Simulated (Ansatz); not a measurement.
**Fe3RhC, from a guessed structure to a relaxed one**

This structure for Fe3RhC is made up. Its elements were placed in a known structure type with a cell scaled to their sizes. What cell does the guess relax to, and how far off was it?

Program: Ansatz 0.2.0. Level of theory: DFT, PBE, plane-wave PAW, files of the set soft_1, scalar-relativistic, ferromagnetic start, cell and ions relaxed at zero pressure; PAW set soft_1. Results are calculated unless marked as measured.

## 1. The starting structure

Symmetry: Pm-3m, No. 221, cubic system. Conventional cell: a = 3.924 Å, b = 3.924 Å, c = 3.924 Å, α = 90.00°, β = 90.00°, γ = 90.00°. Nearest to Rh lie 12 Fe at 2.77 Å. Nearest to Fe lie 2 C at 1.96 Å and 4 Rh at 2.77 Å and 8 Fe at 2.77 Å. Nearest to C lie 6 Fe at 1.96 Å. Farther neighbours are not listed.

## 2. Relaxing cell and atoms

The guessed cell has no reason to be at equilibrium. It is relaxed with the atoms, within the space group of the guess.

File input.yaml:

```yaml
crystal:
  lattice:
    - [3.924, 0.0, 0.0]
    - [0.0, 3.924, 0.0]
    - [0.0, 0.0, 3.924]
  atoms:
    - { symbol: Rh, position: [0.0, 0.0, 0.0], spin: 0.6 }
    - { symbol: Fe, position: [0.5, 0.0, 0.5], spin: 3.0 }
    - { symbol: Fe, position: [0.5, 0.5, 0.0], spin: 3.0 }
    - { symbol: Fe, position: [0.0, 0.5, 0.5], spin: 3.0 }
    - { symbol: C, position: [0.5, 0.5, 0.5] }
magnetization:
  spin_polarized: true
kpoints:
  mp_grid: { grid: [7, 7, 7] }
scf:
  occupations: { method: fermi_dirac, width: 0.05 }
hamiltonian:
  xc: pbe
  pseudopotentials: { kind: paw, azcp: { folder: soft_1 } }
relax:
  f_tol: 0.015
  max_steps: 70
  cell: {}
output:
  forces: true
  stress: true
```

On the command line:

```
$ ansatz run input.yaml --threads 4 --pin off --max-ram 8192MiB --backend cpu --events-out ev --progress --plain --runs-dir out
```

Numbers of over 12 decimals in the logs are rounded to 6 here.

Output:

```text
Engine: ansatz 0.2.0, aarch64-unknown-linux-gnu
Pseudopotentials: kind: paw
Pseudopotential: Rh, paw, valence charge 17, recommended cutoff 420 eV (normal), soft_1/Rh.paw.azcp
Pseudopotential: Fe, paw, valence charge 16, recommended cutoff 420 eV (normal), soft_1/Fe.paw.azcp
Pseudopotential: C, paw, valence charge 4, recommended cutoff 420 eV (normal), soft_1/C.paw.azcp
Functional definition: PBE
  parameter kappa = 0.804
  parameter beta = 0.066725
  exchange = pbe_x(kappa = kappa, mu = beta*pi^2/3)
  correlation = pbe_c(beta = beta)
Crystal: 5 atoms, lattice volume = 60.421 Å³
Basis set: ecut = 420 eV, 1189 PW (Γ), exchange–correlation on 54×54×54 points (8 copies of the dense FFT grid, shifted against one another)
Bands: 48, of which v1, the nominal top of the filled ones, is band 35 counted from 1 (34 counted from 0)
Symmetry: 48 space group operations
Space group: Pm-3m (ITA 221), of the structure as read, at distance tolerance 3.9e-5 Å
Magnetic group: BNS 221.92 (UNI 1594), of the structure as read, at distance tolerance 3.9e-5 Å
k-points: 20 of 343
Non-local potential: Rh, projectors of the file, l = 0: 3, l = 1: 2, l = 2: 2, l = 3: 1
Non-local potential: Fe, projectors of the file, l = 0: 3, l = 1: 2, l = 2: 3, l = 3: 1
Non-local potential: C, projectors of the file, l = 0: 2, l = 1: 2, l = 2: 1
PAW form: soft (Blöchl's): semilocal exchange-correlation on the pseudo side does not see the compensation charge
PAW one-centre angular grid: Rh, 590 points (default); XC on 64 Gauss nodes
PAW one-centre angular grid: Fe, 590 points (default); XC on 64 Gauss nodes
PAW one-centre angular grid: C, 110 points (default); XC on 64 Gauss nodes
Initial density: superposition of atomic densities (chi_scale 0.1, normalization cell, long waves kept (reshape's long-wave potential 0.01 eV rms))
Starting moments: Σ|m| = 9.6 μB on 4 of 5 sites
Initial wavefunctions: pseudopotential atomic-orbital guess
Functional: x = pbe(κ = 0.804, μ = 0.219515), c = pbe(β = 0.066725)
SCF iter   1: F=—  HF=-20095.636345 eV  |F-HF|=—  |Δ(HF+E_count)|=         —  Δρ=6.70e-2 (↑4.42e-2 ↓6.70e-2)  dr2=8.14e0  dr2_m=2.88e-1  M=9.125 μB ∫|m|=9.326 μB  β_m=0.30  ethr=3.10e-3  ⟨swp⟩=5.9  Hψ=6161  notcnv=0  defer=8
Mixer restart at iter 1: flushing history
preconditioner: auto → Kerker (q_TF=auto, 2.789 Å⁻¹)  [metal: Δε(μ)=0.022 eV  Ē_g=8.339 eV  σ=0.050 eV  W_gap=0.11  n_scr=26 (ndim 8)  ℏωp=29.1 eV  f_vac=0.000  D(μ)=5.04/eV (n_scr^D=56)]
spin=Collinear: Kerker preconditioning applied to the charge; magnetization (m = ρ↑ − ρ↓) channel mixes plain (no charge-response kernel on spin).
SCF iter   2: F=—  HF=-20093.670276 eV  |F-HF|=—  |Δ(HF+E_count)|=    1.97e0  Δρ=3.47e-2 (↑2.28e-2 ↓3.47e-2)  dr2=2.25e0  dr2_m=1.80e-1  M=9.078 μB ∫|m|=9.354 μB  β_m=0.43  ethr=3.10e-3  ⟨swp⟩=2.4  Hψ=3027  notcnv=0  defer=183
SCF iter   3: F=—  HF=-20094.010417 eV  |F-HF|=—  |Δ(HF+E_count)|=   3.40e-1  Δρ=1.25e-2 (↑9.11e-3 ↓1.25e-2)  dr2=2.08e-1  dr2_m=3.33e-2  M=8.899 μB ∫|m|=9.307 μB  β_m=0.51  ethr=3.10e-3  ⟨swp⟩=2.0  Hψ=2508  notcnv=0  defer=183
SCF iter   4: F=—  HF=-20094.456619 eV  |F-HF|=—  |Δ(HF+E_count)|=         —  Δρ=1.91e-2 (↑1.05e-2 ↓1.91e-2)  dr2=1.74e-1  dr2_m=1.02e-1  M=8.695 μB ∫|m|=9.188 μB  β_m=0.51  ethr=3.01e-4  ⟨swp⟩=2.1  Hψ=2632  notcnv=0  defer=182
Mixer restart at iter 4: flushing history
SCF iter   5: F=—  HF=-20094.555421 eV  |F-HF|=—  |Δ(HF+E_count)|=   9.88e-2  Δρ=1.24e-2 (↑9.01e-3 ↓1.24e-2)  dr2=6.36e-2  dr2_m=5.55e-2  M=8.570 μB ∫|m|=9.100 μB  β_m=0.71  ethr=2.52e-4  ⟨swp⟩=2.4  Hψ=2765  notcnv=0  defer=184
SCF iter   6: F=—  HF=-20094.591100 eV  |F-HF|=—  |Δ(HF+E_count)|=   3.57e-2  Δρ=5.03e-3 (↑3.08e-3 ↓5.03e-3)  dr2=3.71e-2  dr2_m=7.47e-4  M=8.392 μB ∫|m|=8.980 μB  β_m=0.67  ethr=9.22e-5  ⟨swp⟩=2.0  Hψ=3046  notcnv=0  defer=184
SCF iter   7: F=—  HF=-20094.575821 eV  |F-HF|=—  |Δ(HF+E_count)|=   1.53e-2  Δρ=3.43e-3 (↑2.94e-3 ↓3.43e-3)  dr2=1.44e-2  dr2_m=1.59e-3  M=8.315 μB ∫|m|=8.921 μB  β_m=0.78  ethr=5.38e-5  ⟨swp⟩=2.1  Hψ=3460  notcnv=0  defer=184
SCF iter   8: F=—  HF=-20094.582568 eV  |F-HF|=—  |Δ(HF+E_count)|=   6.75e-3  Δρ=1.82e-3 (↑1.40e-3 ↓1.82e-3)  dr2=4.33e-3  dr2_m=2.86e-4  M=8.350 μB ∫|m|=8.949 μB  β_m=0.86  ethr=2.09e-5  ⟨swp⟩=2.2  Hψ=2694  notcnv=0  defer=175
SCF iter   9: F=—  HF=-20094.583018 eV  |F-HF|=—  |Δ(HF+E_count)|=   4.50e-4  Δρ=2.09e-4 (↑1.96e-4 ↓2.09e-4)  dr2=5.26e-5  dr2_m=8.16e-6  M=8.371 μB ∫|m|=8.965 μB  β_m=0.93  ethr=6.28e-6  ⟨swp⟩=2.3  Hψ=2996  notcnv=0  defer=175
SCF iter  10: F=—  HF=-20094.582864 eV  |F-HF|=—  |Δ(HF+E_count)|=   1.54e-4  Δρ=6.11e-5 (↑5.41e-5 ↓6.11e-5)  dr2=7.61e-6  dr2_m=4.57e-7  M=8.372 μB ∫|m|=8.966 μB  β_m=0.93  ethr=7.62e-8  ⟨swp⟩=2.2  Hψ=3267  notcnv=0  defer=172
SCF iter  11: F=—  HF=-20094.582866 eV  |F-HF|=—  |Δ(HF+E_count)|=   1.17e-6  Δρ=2.16e-5 (↑1.39e-5 ↓2.16e-5)  dr2=1.21e-6  dr2_m=4.26e-8  M=8.372 μB ∫|m|=8.966 μB  β_m=0.96  ethr=1.10e-8  ⟨swp⟩=2.0  Hψ=2754  notcnv=0  defer=172
SCF iter  12: F=—  HF=-20094.582866 eV  |F-HF|=—  |Δ(HF+E_count)|=   8.34e-8  Δρ=8.89e-6 (↑6.91e-6 ↓8.89e-6)  dr2=3.06e-7  dr2_m=1.90e-9  M=8.372 μB ∫|m|=8.966 μB  β_m=0.98  ethr=1.75e-9  ⟨swp⟩=1.9  Hψ=2296  notcnv=0  defer=172
SCF iter  13: F=—  HF=-20094.582866 eV  |F-HF|=—  |Δ(HF+E_count)|=   2.95e-8  Δρ=5.25e-6 (↑2.97e-6 ↓5.25e-6)  dr2=5.00e-8  dr2_m=3.26e-9  M=8.372 μB ∫|m|=8.966 μB  β_m=0.99  ethr=4.44e-10  ⟨swp⟩=2.0  Hψ=2336  notcnv=0  defer=172
SCF iter  14: F=-20094.582866 eV  HF=-20094.582866 eV  |F-HF|=3.35e-9  |Δ(HF+E_count)|=   6.09e-9  Δρ=1.11e-6 (↑8.01e-7 ↓1.11e-6)  dr2=3.81e-9  dr2_m=4.38e-11  M=8.372 μB ∫|m|=8.966 μB  ethr=7.25e-11  ⟨swp⟩=1.9  Hψ=4885  notcnv=0
SCF 1 converged in 14 iterations: F = -20094.582866 eV  dr2 = 3.81e-9
  greatest PAW one-centre occupation: 1.001 electrons in one spin orbital (limit 2), on the Fe atom at site 2 (counted from 0), in its partial waves of l = 1
relax step   1: F+E_penalty+E_count = -20094.58286569 eV  Δ(F+E_penalty+E_count) = +0.000e0 eV  max|allowed force component| = 2.451e-28 eV/Å  Δτ_max = 0.0000 Å  P = -11.409 GPa  Ω = 60.421 Å³  (14 SCF iters, dr2 threshold 1.00e-7 eV, accepted)
Crystal: 5 atoms, lattice volume = 57.752 Å³
Basis set: ecut = 420 eV, 1141 PW (Γ), exchange–correlation on 54×54×54 points (8 copies of the dense FFT grid, shifted against one another)
Initial density: handed on by an earlier stage of this run
Starting moments: Σ|m| = 9.6 μB on 4 of 5 sites; this step starts from the density that it was given
Initial wavefunctions: those handed on with the density
[...]
SCF iter   7: F=—  HF=-20094.768937 eV  |F-HF|=—  |Δ(HF+E_count)|=   2.52e-5  Δρ=8.21e-5 (↑8.21e-5 ↓4.61e-5)  dr2=2.06e-6  dr2_m=1.75e-6  M=7.075 μB ∫|m|=7.678 μB  β_m=0.97  ethr=7.10e-7  ⟨swp⟩=1.9  Hψ=2286  notcnv=0  defer=10
SCF iter   8: F=—  HF=-20094.768937 eV  |F-HF|=—  |Δ(HF+E_count)|=   3.82e-7  Δρ=2.05e-5 (↑1.56e-5 ↓2.05e-5)  dr2=7.82e-7  dr2_m=2.09e-8  M=7.074 μB ∫|m|=7.677 μB  β_m=0.98  ethr=2.99e-9  ⟨swp⟩=2.0  Hψ=3220  notcnv=0  defer=10
SCF iter   9: F=—  HF=-20094.768937 eV  |F-HF|=—  |Δ(HF+E_count)|=   3.61e-7  Δρ=7.01e-6 (↑5.75e-6 ↓7.01e-6)  dr2=7.97e-8  dr2_m=2.55e-9  M=7.074 μB ∫|m|=7.677 μB  β_m=0.99  ethr=1.13e-9  ⟨swp⟩=2.0  Hψ=2487  notcnv=0  defer=10
SCF iter  10: F=-20094.768937 eV  HF=-20094.768937 eV  |F-HF|=1.47e-9  |Δ(HF+E_count)|=   1.10e-8  Δρ=1.40e-6 (↑1.14e-6 ↓1.40e-6)  dr2=2.30e-9  dr2_m=9.45e-11  M=7.074 μB ∫|m|=7.677 μB  ethr=1.16e-10  ⟨swp⟩=1.4  Hψ=4794  notcnv=0
SCF 3 converged in 10 iterations: F = -20094.768937 eV  dr2 = 2.30e-9
  greatest PAW one-centre occupation: 1.001 electrons in one spin orbital (limit 2), on the Fe atom at site 1 (counted from 0), in its partial waves of l = 1
relax step   3: F+E_penalty+E_count = -20094.76893690 eV  Δ(F+E_penalty+E_count) = -4.051e-2 eV  max|allowed force component| = 5.070e-29 eV/Å  Δτ_max = 0.0000 Å  P = +0.076 GPa  Ω = 55.555 Å³  energy of the carried Pulay correction = +6.377e-3 eV  (10 SCF iters, dr2 threshold 5.00e-7 eV, accepted)
[...]
relax step   4: F+E_penalty+E_count = -20094.76890243 eV  Δ(F+E_penalty+E_count) = +3.447e-5 eV  max|allowed force component| = 1.409e-28 eV/Å  Δτ_max = 0.0000 Å  P = -0.014 GPa  Ω = 55.585 Å³  energy of the carried Pulay correction = +6.337e-3 eV  (10 SCF iters, dr2 threshold 1.45e-8 eV, accepted)
[...]
relax step   5: F+E_penalty+E_count = -20094.76336165 eV  Δ(F+E_penalty+E_count) = +5.541e-3 eV  max|allowed force component| = 1.405e-28 eV/Å  Δτ_max = 0.0000 Å  P = -0.069 GPa  Ω = 55.585 Å³  stress off target by 6.89e-2 GPa  SCF on the basis re-selected at this cell (its energy is not comparable with the rows above)  (11 SCF iters)
[...]
relax step   6: F+E_penalty+E_count = -20094.76339539 eV  Δ(F+E_penalty+E_count) = -3.373e-5 eV  max|allowed force component| = 5.969e-29 eV/Å  Δτ_max = 0.0000 Å  P = -0.000 GPa  Ω = 55.562 Å³  energy of the carried Pulay correction = +2.891e-5 eV  (9 SCF iters, dr2 threshold 1.19e-8 eV, accepted)
iter 1 solved again at ethr=1.92e-8 eV; its pass at ethr=3.10e-3 eV (dr2=1.33e-5 eV) is discarded
SCF iter   1: F=—  HF=-20094.763399 eV  |F-HF|=—  |Δ(HF+E_count)|=         —  Δρ=8.21e-7 (↑8.21e-7 ↓6.36e-7)  dr2=7.19e-11  dr2_m=2.47e-10  M=7.075 μB ∫|m|=7.677 μB  β_m=0.65  ethr=1.92e-8  ⟨swp⟩=3.5  Hψ=12040  notcnv=0
eigensolver tolerance schedule: the retry pair's looser diagonalisation over-reported the residual by 184279.51 of it (diagonalisation noise at an unbounded share of the residual, at the tolerance the schedule requests for it); recorded, not acted on — ethr = c·dr2/N_el stays at c = 1.0e-1
preconditioner: auto → none  [metal: Δε(μ)=0.001 eV  Ē_g=8.807 eV  σ=0.050 eV  W_gap=0.01  n_scr=6 (ndim 8)  ℏωp=30.3 eV  f_vac=0.000  D(μ)=5.70/eV (n_scr^D=80)]
SCF iter   2: F=—  HF=-20094.763395 eV  |F-HF|=—  |Δ(HF+E_count)|=   3.79e-6  Δρ=6.63e-7 (↑6.63e-7 ↓4.41e-7)  dr2=2.15e-10  dr2_m=1.21e-10  M=7.075 μB ∫|m|=7.677 μB  β_m=0.34  ethr=1.00e-12  ⟨swp⟩=3.4  Hψ=4763  notcnv=0
SCF iter   3: F=—  HF=-20094.763395 eV  |F-HF|=—  |Δ(HF+E_count)|=  2.91e-11  Δρ=2.44e-7 (↑2.40e-7 ↓2.44e-7)  dr2=3.91e-11  dr2_m=2.31e-11  M=7.075 μB ∫|m|=7.677 μB  β_m=0.63  ethr=1.00e-12  ⟨swp⟩=1.0  Hψ=1920  notcnv=0
SCF iter   4: F=—  HF=-20094.763395 eV  |F-HF|=—  |Δ(HF+E_count)|=  4.37e-11  Δρ=2.78e-7 (↑2.78e-7 ↓1.46e-7)  dr2=1.08e-11  dr2_m=2.14e-11  M=7.075 μB ∫|m|=7.677 μB  β_m=0.62  ethr=1.00e-12  ⟨swp⟩=1.0  Hψ=1920  notcnv=0
SCF iter   5: F=—  HF=-20094.763395 eV  |F-HF|=—  |Δ(HF+E_count)|=  7.28e-12  Δρ=1.42e-7 (↑1.09e-7 ↓1.42e-7)  dr2=1.17e-11  dr2_m=6.79e-12  M=7.075 μB ∫|m|=7.677 μB  β_m=0.81  ethr=1.00e-12  ⟨swp⟩=1.0  Hψ=1920  notcnv=0
SCF iter   6: F=—  HF=-20094.763395 eV  |F-HF|=—  |Δ(HF+E_count)|=  3.27e-11  Δρ=8.82e-8 (↑4.07e-8 ↓8.82e-8)  dr2=3.83e-12  dr2_m=1.61e-12  M=7.075 μB ∫|m|=7.677 μB  β_m=0.70  ethr=1.00e-12  ⟨swp⟩=1.4  Hψ=1944  notcnv=0
SCF iter   7: F=-20094.763395 eV  HF=-20094.763395 eV  |F-HF|=1.82e-11  |Δ(HF+E_count)|=    0.00e0  Δρ=1.09e-7 (↑5.98e-8 ↓1.09e-7)  dr2=2.24e-11  dr2_m=5.70e-13  M=7.075 μB ∫|m|=7.677 μB  ethr=1.00e-12  ⟨swp⟩=2.0  Hψ=4805  notcnv=0
SCF 7 converged in 7 iterations: F = -20094.763395 eV  dr2 = 2.24e-11
relax step   7: F+E_penalty+E_count = -20094.76339539 eV  Δ(F+E_penalty+E_count) = -8.033e-9 eV  max|allowed force component| = 1.299e-29 eV/Å  Δτ_max = 0.0000 Å  P = -0.001 GPa  Ω = 55.562 Å³  stress off target by 6.84e-4 GPa  SCF on the basis re-selected at this cell (its energy is not comparable with the rows above)  (7 SCF iters)
basis re-selected at this cell: Δ(F+E_penalty+E_count) = -8.033e-9 eV, ΔP = -0.001 GPa vs the last step (what re-selecting the basis moved, of the pressure what is left beyond the Pulay correction that the steps carried, after the strain that the cell walked since its last selection, with what the two solves' SCF thresholds leave and, on support functions, any second-order correction that the steps lacked; it is no m [...]
SCF converged after 7 iterations
Magnetization: 7.0747 μB (38.0374 up, 30.9626 down)
Absolute magnetization: 7.6772 μB (∫|ρ↑−ρ↓|, with the PAW one-centre terms)
Spin contamination: 0.1582 ħ² per cell (⟨S²⟩ above its minimum at these occupations)
Per-site moments (μB) at R_I (Å): [(0.868546, 1.113018), (1.985746, 0.787023), (1.985746, 0.787023), (1.985746, 0.787023), (-0.127861, 0.787023)]
Free energy (F): -20094.763395 eV
Harris-Foulkes:  -20094.763395 eV  (|F-HF|=1.82e-11)
Internal energy: -20094.717013 eV  (E = F + TS)
E sigma→0 (E₀):  -20094.740204 eV
Entropy (-TS):   -0.046383 eV (-9.277 meV/atom)
Fermi energy:    18.134606 eV
--- Per-component energies (eV) ---
  E_band       = -784.512357
  E_kinetic    = 1613.721935
  E_local      = -8356.525584  (includes V_loc(G=0)·N_el)
  E_nonlocal   = 1190.511230
  E_hartree    = 3386.325153
  E_xc         = -580.683767
  E_vxc        = -737.580041  (∫ρ·V_xc dr)
  E_paw        = -7846.552569  (= ΣΔE_a)
  E_vpaw       = -1267.288071  (= ΣTr[D̂ρ^β])
  E_aug_tail   = -0.001998  (compensation charges beyond the density's cutoff)
  E_ewald      = -9501.511413
  E_smearing   = -0.046383  (= −TS)
  E_closure    = 0.000000  (closes the sum)
  Σ components = -20094.763395   (vs F -20094.763395, Δ=0.00e0)
--- Forces (eV/Å), atoms counted from 1 ---
  atom   1  Rh    -0.00000000    -0.00000000     0.00000000
  atom   2  Fe     0.00000000     0.00000000     0.00000000
  atom   3  Fe     0.00000000     0.00000000    -0.00000000
  atom   4  Fe    -0.00000000     0.00000000    -0.00000000
  atom   5  C     -0.00000000     0.00000000     0.00000000
  max |Σ_I F_I| component: 1.92e-29 eV/Å
--- Stress (GPa, compression-positive) ---
       -0.000684      -0.000000      -0.000000
       -0.000000      -0.000684      -0.000000
       -0.000000      -0.000000      -0.000684
  P = ⅓ Tr σ = -0.0007 GPa (-0.007 kbar)
--- Relaxed structure (5 steps of the walk, 5 accepted, 2 SCFs on fresh bases) ---
  F+E_penalty+E_count = -20094.76339539 eV   max|allowed force component| = 1.299e-29 eV/Å   (the final SCF, on the basis selected at the relaxed cell)
  cell:  # Å, volume = 55.5622 Å³
    - [3.815867, 0, 0]
    - [0, 3.815867, 0]
    - [0, 0, 3.815867]
  atoms:
    - { symbol: Rh, position: [0, 0, 0] }
    - { symbol: Fe, position: [0.5, 0, 0.5] }
    - { symbol: Fe, position: [0.5, 0.5, 0] }
    - { symbol: Fe, position: [0, 0.5, 0.5] }
    - { symbol: C, position: [0.5, 0.5, 0.5] }
```

Elapsed: 15 s, on 4 threads of Arm Neoverse V2, shared host; peak memory 0.44 GiB; 56 s of CPU time.

Step by step:

| step | energy less that of the first step (eV) | largest force component (eV/Å) | pressure (GPa) | volume (Å³) |
| --- | --- | --- | --- | --- |
| 1 | 0.0000 | 0.0000 | -11.41 | 60.42 |
| 2 | -0.1456 | 0.0000 | -5.39 | 57.75 |
| 3 | -0.1861 | 0.0000 | 0.08 | 55.56 |
| 4 | -0.1860 | 0.0000 | -0.01 | 55.58 |
| 5* | -0.1805 | 0.0000 | -0.07 | 55.58 |
| 6 | -0.1805 | 0.0000 | 0.00 | 55.56 |
| 7* | -0.1805 | 0.0000 | 0.00 | 55.56 |

Relaxation steps marked * repeat the geometry before them on a plane-wave basis chosen anew for their cell, so energy and pressure can jump there.

The run keeps the 48 symmetry operations that it works with, so distortions that break them were not tested.

| conventional cell, symmetrised | before | after | change |
| --- | --- | --- | --- |
| a (Å) | 3.924 | 3.816 | -2.8 % |
| b (Å) | 3.924 | 3.816 | -2.8 % |
| c (Å) | 3.924 | 3.816 | -2.8 % |
| volume (Å³/atom) | 12.08 | 11.11 | -8.0 % |

The relaxed structure:

```xyz
5
Lattice="3.8159 0.0000 0.0000 0.0000 3.8159 0.0000 0.0000 0.0000 3.8159" Properties=species:S:1:pos:R:3 pbc="T T T"
Rh    0.0000    0.0000    0.0000
Fe    1.9079    0.0000    1.9079
Fe    1.9079    1.9079    0.0000
Fe    0.0000    1.9079    1.9079
C     1.9079    1.9079    1.9079
```

This step gave:

| Quantity | Value |
| --- | --- |
| free energy | -20094.7634 eV |
| energy at zero smearing | -20094.7402 eV |
| smearing term TS | 0.04638 eV |
| Fermi energy | 18.13 eV |
| magnetization | 7.075 μB |
| absolute magnetization | 7.677 μB |
| site moments | 0.8685, 1.986, 1.986, 1.986, -0.1279 μB |
| electrons | 69 |
| symmetry operations | 48 |
| pressure | -6.84e-4 GPa |

Site moment by atom:

| atom | site moment (μB) |
| --- | --- |
| Rh1 | 0.87 |
| Fe2 | 1.99 |
| Fe3 | 1.99 |
| Fe4 | 1.99 |
| C5 | -0.13 |

Shortest distances by pair of elements, guess and relaxed (not always the same contact):

| pair | guess (Å) | relaxed (Å) |
| --- | --- | --- |
| C–Fe | 1.962 | 1.908 |
| Fe–Rh | 2.775 | 2.698 |
| Fe–Fe | 2.775 | 2.698 |
| C–Rh | 3.398 | 3.305 |
| Rh–Rh | 3.924 | 3.816 |

The relaxation ends with a pressure of 0.00 GPa.

## 3. What came out

| Quantity | Value |
| --- | --- |
| space group, relaxed | Pm-3m |
| conventional cell | a = 3.816, b = 3.816, c = 3.816 Å; α = 90.0°, β = 90.0°, γ = 90.0° |
| volume per atom | 11.11 Å³ (guess 12.08) |
| total moment | 7.07 μB in the cell of 5 atoms |

**Reading.** Fe3RhC relaxes to Pm-3m with a = 3.816, b = 3.816 and c = 3.816 Å. The guessed volume was 9 % too large. The space group Pm-3m was held in the relaxation, so the end point is a stationary structure within it and may be a saddle against distortions or other arrangements. The input starts from parallel moments, and no other start was typed. Mesh and cutoff weren't tested. No dispersion term is used, so weakly bound directions may come out too long. Nothing here tests whether the compound is stable against decomposition.

[Logs are printed without paths, hosts, clocks, repeated set-up lines and the standing remarks that a program may print on its own settings, such as how far it seeks lower states.]

[Hosts, paths, dates, database ids (printed as entryN), source tags and the programs' standing remarks are cut or masked in the printed files.]
